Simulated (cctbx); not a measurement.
# X-rays or neutrons for the lightest atoms?

Cell a = 11.2940 Å, b = 6.3950 Å, c = 12.3040 Å, α = 90.00°, β = 90.00°, γ = 90.00°; space group Cmc2_1 (no. 36); content Co4 S16 F8 Li32. The heavier atoms are placed; Li is still missing.

Simulated single-crystal data (cctbx): synchrotron X-rays, λ = 0.6889 Å, to d = 0.6 Å, 70 % of the full sphere, strongest reflection 5000 counts, noise from counting, a 2 % proportional error and a noise floor of 4 counts (s.d.); no absorption.

Refinement without Li (map in e/Å³):

```text
Rint 0.077, 2187 unique reflections to 0.60 A
cycle     R1     wR2    GooF  max shift (A)
   1  0.1490  0.3186   3.329   0.07013
   2  0.1049  0.2425   2.534   0.00019
final R1 0.1048 wR2 0.2425 GooF 2.534  parameters 17  data/parameter 128.6
atom        x        y        z      Ueq    occ   su(xyz)  su(Uiso or U11)
Co1    0.00000  0.47541  0.00375   0.0202  1.000  0.00028  0.0004
S1     0.67250  0.50563  0.22185   0.0190  1.000  0.00040  0.0004
S2     0.00000  0.49884  0.67793   0.0186  1.000  0.00055  0.0005
S3     0.00000  0.83952  0.44634   0.0237  1.000  0.00059  0.0007
F1     0.66668  0.17645  0.94719   0.0299  1.000  0.00099  0.0013
difference map: max 5.02 min -1.95 rms 0.45
Q1    0.0000  0.1980  0.7701    4    5.21  2.18 A from S3
Q2    0.1607  0.3492  0.2677    8    4.72  2.21 A from S1
Q3    0.1857  0.3131  0.6378    8    4.69  2.23 A from S1
Q4    0.0000  0.4634  0.5051    4    4.14  0.39 A from Co1
Q5    0.1610  0.0103  0.9040    8    4.14  2.12 A from S3
Q6    0.0000  0.1299  0.1215    4    3.72  2.16 A from S3
Q7    0.0000  0.4113  0.0069    4    3.61  0.41 A from Co1
Q8    0.0000  0.2068  0.9395    4    2.97  0.31 A from S3
```

Simulated single-crystal data (cctbx): neutrons of λ = 0.95 Å, to d = 0.7 Å, 70 % of the full sphere, strongest reflection 5000 counts, noise from counting, a 2 % proportional error and a noise floor of 4 counts (s.d.); no absorption.

Refinement without Li (map in fm/Å³; only maxima are listed):

```text
Rint 0.042, 1389 unique reflections to 0.70 A
cycle     R1     wR2    GooF  max shift (A)
   1  0.3845  0.6871  12.274   0.14928
   5  0.3449  0.6393  11.420   0.00021
final R1 0.3450 wR2 0.6393 GooF 11.420  parameters 17  data/parameter 81.7
atom        x        y        z      Ueq    occ   su(xyz)  su(Uiso or U11)
Co1    0.00000  0.45409  0.00737   0.0148  1.000  0.00269  0.0031
S1     0.67211  0.50757  0.21994   0.0060  1.000  0.00126  0.0015
S2     0.00000  0.49800  0.67729   0.0092  1.000  0.00255  0.0022
S3     0.00000  0.83886  0.43657   0.0166  1.000  0.00263  0.0030
F1     0.66429  0.17829  0.94650   0.0276  1.000  0.00110  0.0017
difference map: max 9.58 min -9.59 rms 0.84
Q1    0.1650  0.3263  0.4460    8    9.62  0.03 A from F1
Q2    0.1770  0.9967  0.2198    8    5.97  0.09 A from S1
Q3    0.0000  0.1906  0.3211    4    5.01  2.55 A from F1
Q4    0.0000  0.1536  0.9440    4    4.80  0.10 A from S3
Q5    0.0000  0.4816  0.6889    4    4.74  0.18 A from S2
Q6    0.0000  0.5050  0.4443    4    3.43  0.82 A from Co1
Q7    0.0000  0.4589  0.9960    4    3.10  0.14 A from Co1
Q8    0.0000  0.1004  0.5619    4    2.43  2.28 A from S3
```

**Question.** Where is Li, and which data fix it better?

Li sits at (0.6547, 0.1513, 0.7699), (0.6877, 0.1860, 0.1393), (0.6597, 0.4901, 0.4047), (0, 0.8024, 0.2737) and (0, 0.8925, 0.6239). Adding it takes R1 from 0.105 to 0.059 with X-rays and from 0.345 to 0.050 with neutrons. Its largest coordinate s.u. is 0.00301 with X-rays and 0.00094 with neutrons, so neutrons fix it better in these data. In the X-ray map Q1, Q2, Q3, Q5 and Q6 mark it. No listed neutron peak is on it. Natural Li has a negative scattering length, so it shows as a hole in the neutron map (minimum -9.6), not among the maxima.

Final neutron refinement:

```text
Rint 0.042, 1389 unique reflections to 0.70 A
cycle     R1     wR2    GooF  max shift (A)
   1  0.1492  0.3119   5.609   0.04374
   3  0.0503  0.1085   1.950   0.00001
final R1 0.0503 wR2 0.1085 GooF 1.950  parameters 35  data/parameter 39.7
atom        x        y        z      Ueq    occ   su(xyz)  su(Uiso or U11)
Co1    0.00000  0.47377  0.00294   0.0249  1.000  0.00041  0.0005
S1     0.67266  0.50666  0.22107   0.0186  1.000  0.00023  0.0003
S2     0.00000  0.49788  0.67756   0.0199  1.000  0.00040  0.0004
S3     0.00000  0.83881  0.44673   0.0245  1.000  0.00036  0.0004
F1     0.66606  0.17620  0.94985   0.0323  1.000  0.00015  0.0002
Li1    0.65469  0.15268  0.76926   0.0285  1.000  0.00045  0.0005
Li2    0.68777  0.18452  0.13976   0.0266  1.000  0.00040  0.0005
Li3    0.65946  0.49018  0.40524   0.0322  1.000  0.00049  0.0005
Li4    0.00000  0.80053  0.27387   0.0318  1.000  0.00063  0.0008
Li5    0.00000  0.89251  0.62353   0.0514  1.000  0.00094  0.0012
difference map: max 0.59 min -0.52 rms 0.08
Q1    0.1861  0.3755  0.4642    8    0.62  0.44 A from F1
Q2    0.0000  0.4340  0.6871    4    0.56  0.43 A from S2
Q3    0.1450  0.2748  0.4332    8    0.56  0.44 A from F1
Q4    0.1809  0.0748  0.2198    8    0.55  0.45 A from S1
Q5    0.0000  0.4445  0.1553    4    0.53  0.46 A from S2
Q6    0.1600  0.0578  0.7131    8    0.53  0.45 A from S1
```

The model is made up (kin elements in a known structure type, no relaxation), so it says nothing on whether the phase exists.

[Middle refinement cycles are left out of these outputs.]

[Logs are printed without paths, hosts, clocks, repeated set-up lines and the standing remarks that a program may print on its own settings, such as how far it seeks lower states.]
